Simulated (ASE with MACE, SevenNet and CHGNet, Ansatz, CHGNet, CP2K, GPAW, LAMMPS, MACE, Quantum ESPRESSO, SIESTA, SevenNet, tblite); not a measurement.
# Machine-learned potentials runs on amorphous 73P2O5-20PbO-7Al2O3 (mol %) (88 atoms)

Wanted: machine-learned potentials inputs and outputs for amorphous 73P2O5-20PbO-7Al2O3 (mol %) (88 atoms), checked against a plane-wave reference.

Method: the method is named at each step, in ASE with MACE, SevenNet and CHGNet.

## Step 1: The starting structure

The cell holds 88 atoms: 22 P, 3 Pb, 2 Al and 61 O. Its edges and angles: a = 10.812 Å, b = 10.812 Å, c = 10.812 Å, α = 90.0°, β = 90.0°, γ = 90.0°. 88 atoms (22 P, 3 Sr, 2 Al, 61 O) placed at random at 2.63 g/cm³, melted at 5000 K for 10 ps at fixed volume with the Morse and Coulomb pair potential with partial charges (Pedone, Malavasi, Menziani, Cormack and Segre, J. Phys. Chem. B 110, 11780 (2006)). Quenched from 5000 K to 300 K at 10 K/ps and fixed volume, held 10 ps at zero pressure, then minimised at fixed cell. Then Sr was replaced by Pb and the cell scaled by 1.008 (the potential has no terms for the new elements, so the cell is a start for a DFT relaxation).

The yardstick, on the same geometry:

```
method                                           : Kohn-Sham DFT, PBE, SSSP efficiency 1.3.0 pseudopotentials, plane waves (Quantum ESPRESSO 7.5); sssp-pbe-1.3.0-efficiency, cutoffs 60/480 Ry, Γ point
r.m.s. force component                           : 1.327 eV/Å
longest force                                    : 5.957 eV/Å
pressure                                         : -1.484 GPa
gap (highest filled to lowest empty level) : 0.8821 eV
time                                             : 3.6 min on 4 MPI ranks of Arm Neoverse V2, shared host
CPU time                                         : 14 min
```

## Step 2: MACE MP-0b3 medium potential

Method: machine-learned interatomic potential MACE MP-0b3 medium, trained on PBE(+U) plane-wave data.

File run.py:

```python
import numpy as np
from ase.io import read
import mlip  # loads the published weights by name

atoms = read("structure.xyz")
atoms.calc = mlip.calc("mace-mp-0b3-medium")
energy = atoms.get_potential_energy()
forces = atoms.get_forces()
print(f"energy {energy:.6f} eV")
print("forces (eV/A)")
for i, (a, f) in enumerate(zip(atoms, forces)):
    print(f"{i:4d} {a.symbol:2s} {f[0]:10.5f} {f[1]:10.5f} {f[2]:10.5f}")
stress = -atoms.get_stress(voigt=False) * 160.21766
print("stress (GPa, compression positive)")
for row in stress:
    print(" ".join(f"{x:10.4f}" for x in row))
```

File structure.xyz:

```xyz
88
Lattice="10.81220 0.00000 0.00000 0.00000 10.81220 0.00000 0.00000 0.00000 10.81220" Properties=species:S:1:pos:R:3 pbc="T T T"
P 8.84654 2.12395 3.80092
P 5.76993 4.99502 5.73133
P 9.93101 8.64479 0.76475
P 9.96269 4.23784 0.03200
P 2.52011 10.10897 4.61919
P 5.74258 1.32558 7.58043
P 2.00491 5.03416 7.39457
P 1.93052 1.33152 0.50980
P 9.86711 6.52776 4.89685
P 8.72253 2.15466 6.92575
P 0.06628 0.04336 2.77171
P 4.08907 3.32800 3.69583
P 3.77573 5.40837 9.92787
P 6.91700 9.35180 0.53704
P 0.55175 8.61030 8.78362
P 8.50250 4.97977 2.60401
P 9.58415 5.08292 7.76846
P 2.06275 7.16243 5.17483
P 2.05789 4.34304 1.43759
P 8.53926 9.28671 4.61292
P 5.89719 3.10743 10.10887
P 2.13400 2.20655 5.91535
Pb 6.81255 8.06666 7.66607
Pb 4.15556 9.29049 9.73660
Pb 5.32079 7.53524 3.21977
Al 0.59954 0.97083 8.34280
Al 6.17852 1.35888 2.11292
O 9.73390 2.75754 0.19440
O 10.46318 8.64998 10.10616
O 5.35280 10.68105 7.68574
O 10.42145 7.46204 1.51663
O 5.84053 8.39730 0.98294
O 0.65565 4.50771 0.36956
O 3.41136 4.04074 2.49394
O 9.14474 7.88836 5.02465
O 2.20796 8.72263 5.35085
O 7.04674 5.31560 2.54671
O 9.22281 5.90206 3.63712
O 6.85818 9.49873 9.83651
O 9.11587 4.91155 1.17799
O 5.96228 2.44031 0.66722
O 1.27130 10.29667 3.66761
O 0.69295 2.30581 5.36588
O 1.12112 0.84119 1.75147
O 0.00605 7.74597 7.68196
O 6.69372 10.70408 1.21702
O 7.58292 1.48743 3.23317
O 3.04472 6.78487 4.12139
O 9.09468 3.59808 7.39760
O 1.90241 8.11553 9.25719
O 2.76046 5.11179 8.74653
O 2.99941 2.67797 4.58351
O 1.12090 1.23443 10.03210
O 0.57251 6.89267 4.78786
O 0.48482 4.97361 7.69537
O 8.47709 6.14101 7.94891
[... 28 atom lines left out ...]
O 3.17187 0.48785 0.33010
O 4.73704 4.17124 10.07297
O 3.77778 9.89457 3.84460
O 4.50674 6.68129 9.66827
```

The run is started by

```sh
$ OMP_NUM_THREADS=1 python run.py > output.txt
```

The log of the run:

```text
energy -604.043730 eV
forces (eV/A)
   0 P    -2.80934   -0.81091   -1.53068
   1 P     1.79381   -0.67963    2.22260
   2 P     1.34748   -2.87762    1.27369
   3 P     2.53614   -4.06804    0.37157
   4 P     2.17839    1.38088   -1.40088
   5 P    -3.24076    0.53595   -1.47588
   6 P    -1.54581   -1.85295   -1.56762
   7 P     0.77272   -0.93839   -1.68475
   8 P    -0.46074    0.40920    1.62603
   9 P     1.03984   -0.87390    2.24735
  10 P     0.24099   -2.13375   -0.30776
  11 P     0.00292   -0.43210   -0.26032
  12 P     1.94381    0.43637    0.06521
  13 P    -0.96731    0.73693   -1.40477
  14 P     1.82212   -0.83471   -1.85377
  15 P    -3.24355    0.03462   -1.05780
  16 P    -1.66723    2.30259    1.17085
  17 P     2.02293   -0.30583   -2.36106
  18 P    -3.82320   -1.85749    2.38967
  19 P    -1.17500    2.17879   -1.27778
  20 P     3.65016    0.16943    0.07145
  21 P    -5.32522   -0.62531    0.30885
  22 Pb    0.84446   -0.20970   -0.32161
  23 Pb   -0.76587    0.34782    0.21869
[...]
80 O     0.77379    0.15697   -0.28553
  81 O     0.66379   -1.69425    0.40555
  82 O    -1.61610   -0.27960   -2.14035
  83 O    -1.59255    0.20776   -0.98299
  84 O     0.16430    0.24565    0.51989
  85 O    -1.81190    0.35256   -0.19519
  86 O    -0.18220   -0.15985    0.14480
  87 O    -0.61596   -0.60327    0.55585
stress (GPa, compression positive)
   -2.3135     0.4793     0.4788
    0.4793    -1.0036    -0.0975
    0.4788    -0.0975    -2.8219
```

It took 7.3 s on 1 thread of Arm Neoverse V2, shared host; peak memory 1 GiB.

Banners, paths, timers and routine set-up lines are dropped from the logs unmarked, and long logs keep their key lines alone; longer cuts are marked.

Against the reference:

```yaml
r_m_s_force_component: 1.178 eV/Å
r_m_s_difference_of_force_components: 319 meV/Å
longest_difference_of_force_vectors: 1892 meV/Å
force_difference_over_r_m_s_force: 24.03 %
slope_of_forces_against_the_reference_s: 0.8648
correlation_of_force_components: 0.9746
pressure: -2.046 GPa
pressure_difference: -0.562 GPa
```

Length of the force difference by element (eV/Å):

```csv
element,atoms,mean,most
Al,2,0.30,0.45
O,61,0.39,1.5
P,22,0.67,1.9
Pb,3,0.41,0.50
```

The surroundings of P22, which bears the longest force, nearest first, numbered as they follow in the input and with coordinates relative to it.

```
atom      x      y      z  distance (Å)     Fx     Fy  Fz (eV/Å)
 P22   0.00   0.00   0.00          0.00  -5.33  -0.63       0.31
 O43  -1.44   0.10  -0.55          1.55   1.48   0.07      -0.13
 O66  -0.26  -0.46   1.52          1.61   1.25  -0.03       0.09
 O52   0.87   0.47  -1.33          1.66   0.35  -0.02       0.04
 O78   0.18   1.61   0.62          1.73   1.35   2.49       0.74
 O82   0.33  -1.66  -0.42          1.74   0.66  -1.69       0.41
 O67   2.75  -0.20   0.63          2.83   0.56   0.06       0.44
Al26  -1.53  -1.24   2.43          3.13   0.71  -0.40       0.14
 P12   1.96   1.12  -2.22          3.16   0.00  -0.43      -0.26
  P7  -0.13   2.83   1.48          3.19  -1.55  -1.85      -1.57
  P5   0.39  -2.91  -1.30          3.21   2.18   1.38      -1.40
```

Atoms are counted from 1 here, from 0 in the log.

Forces lie 24 % from the reference's, at 0.0085 times its CPU time (on 1 against 4 cores).

## Step 3: SevenNet 0 potential

Method: machine-learned interatomic potential SevenNet 0, trained on PBE(+U) plane-wave data.

run.py: that of step 2 with these lines changed.

```diff
@@ -5,3 +5,3 @@
 atoms = read("structure.xyz")
-atoms.calc = mlip.calc("mace-mp-0b3-medium")
+atoms.calc = mlip.calc("7net-0")
 energy = atoms.get_potential_energy()
```

structure.xyz is that of step 2.

The log of the run:

```text
energy -601.699097 eV
forces (eV/A)
   0 P    -2.22884   -0.95322   -1.36773
   1 P     2.05506   -1.43512    2.90431
   2 P     1.54053   -2.71949    1.27529
   3 P     2.60495   -5.02991    0.18640
   4 P     1.96041    2.20235   -0.98755
   5 P    -3.82862    1.10247   -1.92230
   6 P    -1.36490   -2.58561   -1.94947
   7 P     0.45765   -0.99644   -1.53050
   8 P    -0.74535    0.08904    2.28759
   9 P     0.54968   -0.53846    2.15080
  10 P     0.35639   -2.02237   -0.04772
  11 P    -0.26245   -0.27985   -0.25294
  12 P     1.99561    0.42804    0.27790
  13 P    -0.92228    0.80685   -1.12703
  14 P     1.80030   -1.42356   -2.36729
  15 P    -2.98898   -0.08420   -1.35902
  16 P    -1.88261    2.27416    1.77930
  17 P     2.04982   -0.29835   -2.07908
  18 P    -4.34288   -1.63065    2.60195
  19 P    -1.50056    2.16336   -1.45427
  20 P     4.74176    0.38432   -0.39078
  21 P    -6.32694   -0.74568   -0.48612
  22 Pb    0.66643   -0.19952   -0.43279
  23 Pb   -0.83784    0.25848    0.05103
[...]
80 O     0.86028    0.05341   -0.31736
  81 O     0.99559   -2.34784    0.11487
  82 O    -1.69677   -0.18500   -2.30620
  83 O    -1.53883    0.16744   -0.90182
  84 O     0.34359    0.13129    0.52885
  85 O    -2.07138    0.51049   -0.12279
  86 O    -0.17904   -0.27995    0.06590
  87 O    -0.66418   -0.68456    0.60207
stress (GPa, compression positive)
   -2.5335     0.5159     0.6576
    0.5159    -1.3167    -0.1222
    0.6576    -0.1222    -3.1584
```

The job ended after 6.7 s (1 thread; peak memory 0.94 GiB).

Against the reference:

```yaml
r_m_s_force_component: 1.31 eV/Å
r_m_s_difference_of_force_components: 226.2 meV/Å
longest_difference_of_force_vectors: 1160 meV/Å
force_difference_over_r_m_s_force: 17.04 %
slope_of_forces_against_the_reference_s: 0.9723
correlation_of_force_components: 0.9854
pressure: -2.336 GPa
pressure_difference: -0.8519 GPa
```

Against the first run (24 %), the force difference from the reference is 17 %, at 0.92 times the CPU time.

## Step 4: CHGNet r2SCAN potential

Method: machine-learned interatomic potential CHGNet r2SCAN, trained on r2SCAN plane-wave data.

run.py: that of step 3 with these lines changed.

```diff
@@ -5,3 +5,3 @@
 atoms = read("structure.xyz")
-atoms.calc = mlip.calc("7net-0")
+atoms.calc = mlip.calc("chgnet-r2scan")
 energy = atoms.get_potential_energy()
```

structure.xyz is that of step 3.

The log of the run:

```text
CHGNet vr2scan initialized with 412,525 parameters
CHGNet will run on cpu
energy -930.533997 eV
forces (eV/A)
   0 P    -2.29697   -0.94509   -1.46790
   1 P     1.72022   -0.73901    2.46094
   2 P     1.43058   -2.80613    1.67588
   3 P     2.08104   -4.03811    0.08611
   4 P     1.71098    1.29539   -1.43511
   5 P    -3.23496    0.75053   -2.09878
   6 P    -1.84177   -1.56422   -1.45531
   7 P     0.65685   -0.96793   -1.15581
   8 P    -0.40251   -0.08565    1.96931
   9 P     0.94129   -0.29104    1.89531
  10 P    -0.35513   -2.39578    0.36112
  11 P    -0.13133   -0.18892   -0.33108
  12 P     1.66595    0.94169    0.17366
  13 P    -1.05482    0.73738   -0.82057
  14 P     1.45763   -1.37691   -1.83758
  15 P    -3.28475   -0.04845   -0.75916
  16 P    -2.35702    2.22054    1.33622
  17 P     1.74569   -0.47681   -2.31864
  18 P    -3.78094   -1.38201    2.60713
  19 P    -0.93627    2.27110   -1.15684
  20 P     3.62096    0.58683   -0.12048
  21 P    -4.69535   -0.51595   -0.10459
  22 Pb    0.55160   -0.18508   -0.40883
  23 Pb   -0.51407    0.25837    0.07441
[...]
80 O     0.55418    0.02565   -0.14884
  81 O     0.64221   -1.75887    0.15745
  82 O    -1.46494   -0.54876   -1.75558
  83 O    -1.62120    0.62662   -1.19728
  84 O    -0.44534    0.65307    0.47767
  85 O    -1.37625    0.29615   -0.13972
  86 O    -1.05346    0.01629    0.66459
  87 O    -1.02875   -1.50240    0.54125
stress (GPa, compression positive)
   -7.1582     0.5701     0.7074
    0.5701    -5.6930    -0.2215
    0.7074    -0.2215    -6.9093
```

Elapsed: 3.1 s, on 1 thread; peak memory 1.1 GiB.

Compared with the plane-wave run:

* r.m.s. force component: 1.156 eV/Å
* r.m.s. difference of force components: 544.9 meV/Å
* longest difference of force vectors: 1951 meV/Å
* force difference over r.m.s. force: 41.05 %
* slope of forces against the reference's: 0.7952
* correlation of force components: 0.9128
* pressure: -6.587 GPa
* pressure difference: -5.103 GPa

Against the first run (24 %), the force difference from the reference is 41 %, at 0.43 times the CPU time; this potential was trained at another functional than the reference's, which explains only part of so large a difference.

## Step 5: All runs compared

Differences are against the plane-wave reference, forces as r.m.s. over components; share is that over the reference's r.m.s. force, slope the least-squares factor from reference forces to these. Total energies of different programs have different zeros and aren't compared.

```csv
run,"Δ force, r.m.s. (meV/Å)",share (%),slope,Δ pressure (GPa),cores,CPU time,memory (GiB)
reference,-,-,-,-,4,14 min,4.1
MACE MP-0b3 medium potential,319,24.0,0.865,-0.562,1,7.3 s,1.0
SevenNet 0 potential,226,17.0,0.972,-0.852,1,6.7 s,0.94
CHGNet r2SCAN potential,545,41.1,0.795,-5.10,1,3.1 s,1.1
```

Times of the machine-learned potentials are mostly Python's start and the loading of weights.

CPU time is summed over cores on a shared host, where runs went side by side, so it is rough. Symmetry, cutoffs, thresholds, outputs and thread counts weren't matched or tuned between programs; memory under MPI is the largest rank's times the ranks.

## Step 6: What came out

```yaml
nearest_in_forces: SevenNet 0 potential, 17 %
its_cpu_time: 6.7 s
```

In words: Machine-learned potentials differ by 17 % (SevenNet 0 potential) to 41 % (CHGNet r2SCAN potential); they were trained on other programs' data, some at another functional. The reference's pressure holds the uncorrected Pulay stress of its 60 Ry basis, so small pressure differences, and their order, may be the reference's own error. Machine-learned potentials mimic data converged in k, so the reference's own k-point error enters their differences. The quench rate of 10 K/ps is many orders above laboratory rates, so the cell is likely richer in defects and strain than a real sample. The network of bonds at the start is that of the classical potential that made the cell, and needn't be the one that DFT or experiment would give. The electronic-structure runs sample only Γ, in a cell whose shortest periodic width is 11 Å. Spin–orbit coupling is left out, which matters for the levels of the heavy elements.

[Also dropped from logs without a mark: logging warnings of Python, and SIESTA's first energy breakdown and zero terms.]

[Logs are printed without paths, hosts, clocks, repeated set-up lines and the standing remarks that a program may print on its own settings, such as how far it seeks lower states.]

[Hosts, paths, dates, database ids (printed as entryN), source tags and the programs' standing remarks are cut or masked in the printed files.]
